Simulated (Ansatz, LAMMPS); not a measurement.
**Ionic liquid BMIM+ dicyanamide, from a frame at 450 K (90 atoms): geometry optimisation**

How does ionic liquid BMIM+ dicyanamide, from a frame at 450 K (90 atoms) relax, and what do bonds, charges and levels look like afterwards?

Main program and level: Ansatz 0.2.0; Kohn-Sham DFT, PBE+D4, PAW (set soft_2), plane waves.

Report form: the programs' logs are mostly left out.

### 1. Set-up

The cell holds 90 atoms: 30 C, 15 N and 45 H. Cell: a = 9.903 Å, b = 9.903 Å, c = 9.903 Å, α = 90.0°, β = 90.0°, γ = 90.0°. 3 BMIM+, 3 dicyanamide placed at random, at 1.05 g/cm³; overlaps pushed apart, then 10 ps at 700 K with MMFF94 bonds, angles, torsions, charges and radii (Halgren, J. Comput. Chem. 17, 490 (1996)) in harmonic and 12-6 forms; charges of ions scaled by 0.8. Snapshot after 30 ps at 450 K and fixed volume.

Before any run, some limits are plain. The network of contacts between molecules at the start is that of the classical potential that made the cell. The density was typed from a rule of thumb and may lie off the real one at this temperature. The Brillouin zone is sampled at Γ only, in a cell whose shortest periodic width is 10 Å.

### 2. How the cell was made

A classical potential supplies the starting structure, since it reaches far longer times than DFT.

This step: classical MD, MMFF94 bonds, angles, torsions, charges and radii (Halgren, J. Comput. Chem. 17, 490 (1996)) in harmonic and 12-6 forms; charges of ions scaled by 0.8 (LAMMPS 22 Jul 2025 - Update 4).

in.lmp

```
# ionic liquid BMIM+ dicyanamide
units real
atom_style full
boundary p p p
bond_style harmonic
angle_style harmonic
dihedral_style opls
improper_style harmonic
special_bonds lj 0 0 0.5 coul 0 0 0.75
read_data data.lmp
neigh_modify delay 0 every 1 check yes one 4000
comm_modify cutoff 12.0
timestep 0.5
thermo_style custom step time temp pe press density
thermo_modify norm yes
# push overlapping molecules apart
pair_style soft 2.6
pair_coeff * * 0.0
variable a equal ramp(1,60)
fix ad all adapt 1 pair soft a * * v_a
velocity all create 700 57501 mom yes dist gaussian
fix lim all nve/limit 0.03
fix lan all langevin 700 700 50 57502 zero yes
thermo 1000
run 3000 post no
unfix ad
pair_style lj/cut/coul/long 8.9
pair_modify mix arithmetic tail yes
pair_coeff 1 1 0.0678 3.3680   # C
pair_coeff 2 2 0.0721 3.1460   # N
pair_coeff 3 3 0.0678 3.5860   # C
pair_coeff 4 4 0.0678 3.3270   # C
pair_coeff 5 5 0.0216 2.5400   # H
pair_coeff 6 6 0.0721 3.3270   # N
# [... 20 lines left out ...]
compute msd all msd com yes
thermo 7500
fix md all nvt temp 450 450 100
run 30000 post no
print "== T450: mean square displacement over the hold $(c_msd[4]:%.2f) A^2"
unfix md
uncompute msd
write_dump all custom T450.dump id type xs ys zs modify sort id
```

On the command line:

```
lmp -in in.lmp -log none -nocite
```

The job ended after 15 s (1 thread of Arm Neoverse V2, shared host; peak memory 0.12 GiB).

The input also reads data.lmp (atoms, bonds and types; not printed here).

### 3. Single point at the start

The forces at the start show how far the geometry lies from a minimum of this functional.

input.yaml

```yaml
crystal:
  lattice:
    - [9.90267, 0.0, 0.0]
    - [0.0, 9.90267, 0.0]
    - [0.0, 0.0, 9.90267]
  atoms:
    - { symbol: C, position: [0.28712, 0.8209, 0.97957] }
    - { symbol: C, position: [0.37052, 0.9201, 0.0433] }
    - { symbol: C, position: [0.4405, 0.01308, 0.94335] }
    - { symbol: C, position: [0.34724, 0.11239, 0.87567] }
    [... 80 atom lines left out ...]
    - { symbol: "N", position: [0.3165, 0.74556, 0.34505] }
    - { symbol: "N", position: [0.76308, 0.76795, 0.95151] }
    - { symbol: C, position: [0.79873, 0.8794, 0.93601] }
    - { symbol: "N", position: [0.86057, 0.01588, 0.9257] }
    - { symbol: C, position: [0.97784, 0.02013, 0.01277] }
    - { symbol: "N", position: [0.06901, 0.00171, 0.08476] }
kpoints:
  mp_grid: { grid: [1, 1, 1] }
hamiltonian:
  xc: pbe
  dispersion: d4
scf:
  occupations: { method: fixed }
output:
  forces: true
  stress: true
  populations: true
  dos:
    method: { smearing: { sigma: 0.08 } }
    de: 0.1
    projected: { site_lists: { C: [C], H: [H], "N": ["N"] } }
  eigenvalues: true
```

On the command line:

```
ansatz run input.yaml --threads 4 --pin off --max-ram 8192MiB --backend cpu --events-out ev --progress --plain --runs-dir out
```

The job ended after 8.8 s (4 threads of Arm Neoverse V2, shared host; peak memory 0.95 GiB; 33 s of CPU time).

Numbers from this run:

```
free energy                                      : -13999.1420 eV
free energy per atom                             : -155.5460 eV/atom
SCF cycles                                       : 11
pressure                                         : 0.4757 GPa
r.m.s. force component                           : 1.696 eV/Å
longest force                                    : 12.5 eV/Å
Fermi energy                                     : 0.2432 eV
gap (highest filled to lowest empty level) : 2.737 eV
spilling of the projection                       : 0.01311
```

The r.m.s. force component of 1.7 eV/Å and the pressure of 0.48 GPa set the starting point.

Neighbours are counted within 1.34 Å (H-C), 1.85 Å (C-C), 1.79 Å (C-N).

Length of the force by element and coordination:

```
element  coordination  atoms  mean length of the force (eV/Å)  spread  least  most
      C           all     30                             3.29    2.49  0.619  12.5
      C             2      6                             6.95    3.13   3.15  12.5
      C             3      9                             2.40    1.09  0.625  4.23
      C             4     15                             2.36    1.04  0.619  5.17
      H           all     45                             1.31   0.637  0.404  2.86
      N           all     15                             2.78    1.90  0.209  7.68
      N             1      6                             2.59    2.62  0.209  7.68
      N             2      3                             4.06   0.281   3.68  4.34
      N             3      6                             2.32    1.01  0.821  3.53
```

### 4. Relaxation

With the cell held, the atoms are moved downhill towards a nearby minimum.

input.yaml, the sections that differ from step 3:

```yaml
output:
  forces: true
relax:
  f_tol: 0.05
  max_steps: 200
# crystal, kpoints, hamiltonian, scf: as in step 3
```

It took 3 min on 4 threads; peak memory 0.9 GiB.

Step by step (22 of 42):

```
step  energy less that of the first step (eV)  largest force component (eV/Å)
   1                                   0.0000                         10.5857
   3                                  -8.9397                          1.9332
   5                                  -9.7404                          1.0471
   7                                 -10.1018                          0.5812
   9                                 -10.2489                          0.3505
  11                                 -10.3419                          0.3425
  13                                 -10.3981                          0.2523
  15                                 -10.4286                          0.1522
  17                                 -10.4459                          0.0972
  19                                 -10.4570                          0.0870
  21                                 -10.4707                          0.1654
  22                                 -10.4755                          0.2294
  24                                 -10.4898                          0.1375
  26                                 -10.4982                          0.0615
  28                                 -10.5015                          0.0731
  30                                 -10.5062                          0.1321
  32                                 -10.5121                          0.2110
  34                                 -10.5310                          0.2437
  36                                 -10.5552                          0.3086
  38                                 -10.5738                          0.2722
  40                                 -10.5830                          0.1259
  42                                 -10.5845                          0.0490
```

The atoms that moved most (Å):

```
atom      dx      dy      dz  length
 H11   2.198   1.427   2.048   3.326
 H12   1.015   0.907   2.339   2.706
 H14   2.332   1.189  -0.041   2.618
  C1   1.370   1.004   1.700   2.403
 H46   0.597  -1.140   1.654   2.096
 H13   0.514   0.646   1.926   2.095
 H15   1.821   0.632  -0.172   1.935
 H61  -1.560   1.023  -0.357   1.900
```

The relaxation changed the energy by -118 meV/atom, and atoms moved by 1.2 Å r.m.s., 3.3 Å at most.

### 5. Distances and neighbours after relaxation

Bonds before and after, by the cutoffs listed below:

```
pair  bonds before  bonds after  mean before (Å)  mean after (Å)  spread before (Å)  spread after (Å)
 H-C            45           45            1.100           1.096              0.039             0.005
 C-C            12           12            1.462           1.489              0.062             0.070
 C-N            30           30            1.361           1.335              0.119             0.094
```

Density 1.05 g/cm³, 10.79 Å³ an atom.

Pair distribution functions g(r), in bins of 0.2 Å:

```
r (Å)  total   H-H   H-C   H-N   C-C    C-N   N-N
 1.00   2.97  0.00  8.90  0.00  0.00   0.00  0.00
 1.20   1.15  0.00  2.04  0.00  0.00   4.26  0.00
 1.40   1.31  0.00  0.00  0.00  1.36  10.47  0.00
 1.60   0.37  0.00  0.00  0.00  3.33   0.00  0.00
 1.80   0.81  3.26  0.00  0.00  0.00   0.00  0.00
 2.00   0.29  0.00  0.00  1.75  0.00   0.00  0.00
 2.20   1.68  0.31  2.72  2.31  1.21   1.04  2.18
 2.40   0.72  1.67  0.00  0.30  1.16   0.28  3.37
 2.60   0.91  2.06  0.49  0.26  1.58   0.13  0.00
 2.80   0.93  0.92  1.46  1.31  0.00   0.00  0.00
 3.00   0.81  1.25  0.93  0.83  0.18   0.28  0.00
 3.20   0.86  0.71  1.21  0.93  0.58   0.41  0.34
 3.40   0.97  0.74  1.34  0.87  0.29   1.33  0.29
 3.60   0.97  0.74  1.02  0.93  0.99   1.54  0.26
 3.80   1.06  1.31  0.89  1.06  1.31   0.82  0.95
 4.00   1.12  1.03  0.81  1.56  1.12   1.40  1.71
 4.20   1.08  1.18  0.94  1.17  1.13   0.97  1.35
 4.40   0.91  0.75  0.97  0.91  0.92   0.93  1.58
 4.60   1.08  0.95  1.01  1.25  1.25   1.18  1.14
 4.80   0.95  0.72  1.24  0.72  0.82   1.15  0.74
```

Bonds by pair of elements; cutoffs follow the first minimum of g(r), held within bounds set by covalent radii, and pairs that aren't listed don't count as bonded:

```
pair A-B  cutoff (Å)  bonds  mean length (Å)  spread (Å)  shortest (Å)  B about A  A about B
     H-C        1.34     45             1.10       0.005          1.08          1        1.5
     C-C        1.85     12             1.49        0.07          1.37        0.8        0.8
     C-N        1.79     30             1.33       0.094          1.18          1          2
```

How many atoms have how many bonded neighbours:

```
element  mean   1  2  3   4
      C   3.3   0  6  9  15
      H     1  45  0  0   0
      N     2   6  3  6   0
```

Bond angles, per cent of each kind in bins of 5°:

```
angle (°)  C-C-H  H-C-N  H-C-H  C-N-C
  105–110   48.9   48.1   92.6   28.6
  110–115   37.8    7.4    7.4    0.0
  115–120    0.0    0.0    0.0    0.0
  120–125    0.0   25.9    0.0   23.8
  125–130    0.0   18.5    0.0   47.6
  130–135   13.3    0.0    0.0    0.0
```

Bond angles (no mean is given where the spread exceeds 20°):

```
angle  count  mean (°)  spread (°)
C-C-H     45       113         7.4
H-C-N     27       115         7.9
H-C-H     27       108         1.4
C-N-C     21       120         7.3
C-C-N      9       109         2.7
```

Bond length by coordination (bonds to H left out):

```
element  coordination  atoms  mean bond length (Å)
      C             2      6                  1.24
      C             3      9                  1.36
      C             4     15                  1.51
      N             1      6                  1.18
      N             2      3                  1.30
      N             3      6                  1.40
```

Rings of the network by King's shortest-path rule, up to 12 atoms, one path for each pair of neighbours; H, halogens, alkali and alkaline-earth atoms are left out, and the last column divides by all other atoms, bonded or not:

```
ring size (atoms)  rings  per network atom
                5      3             0.067
```

Counting bonds as in the table, 50 % of C atoms have 4, all H atoms have 1 and 40 % of N atoms have 1 and as many 3 bonded neighbours. The C-C-H angle averages 113° with a spread of 7°. All rings counted have 5 atoms.

(Part 1 of 2 ends here.)

[Logs are printed without paths, hosts, clocks, repeated set-up lines and the standing remarks that a program may print on its own settings, such as how far it seeks lower states.]

[Hosts, paths, dates, database ids (printed as entryN), source tags and the programs' standing remarks are cut or masked in the printed files.]

[The MMFF94 radii named for the starting cell were scaled by 0.96; in molecules described by MMFF94, hydrogen bound to N, O or S took a small fixed 12-6 site in their place.]
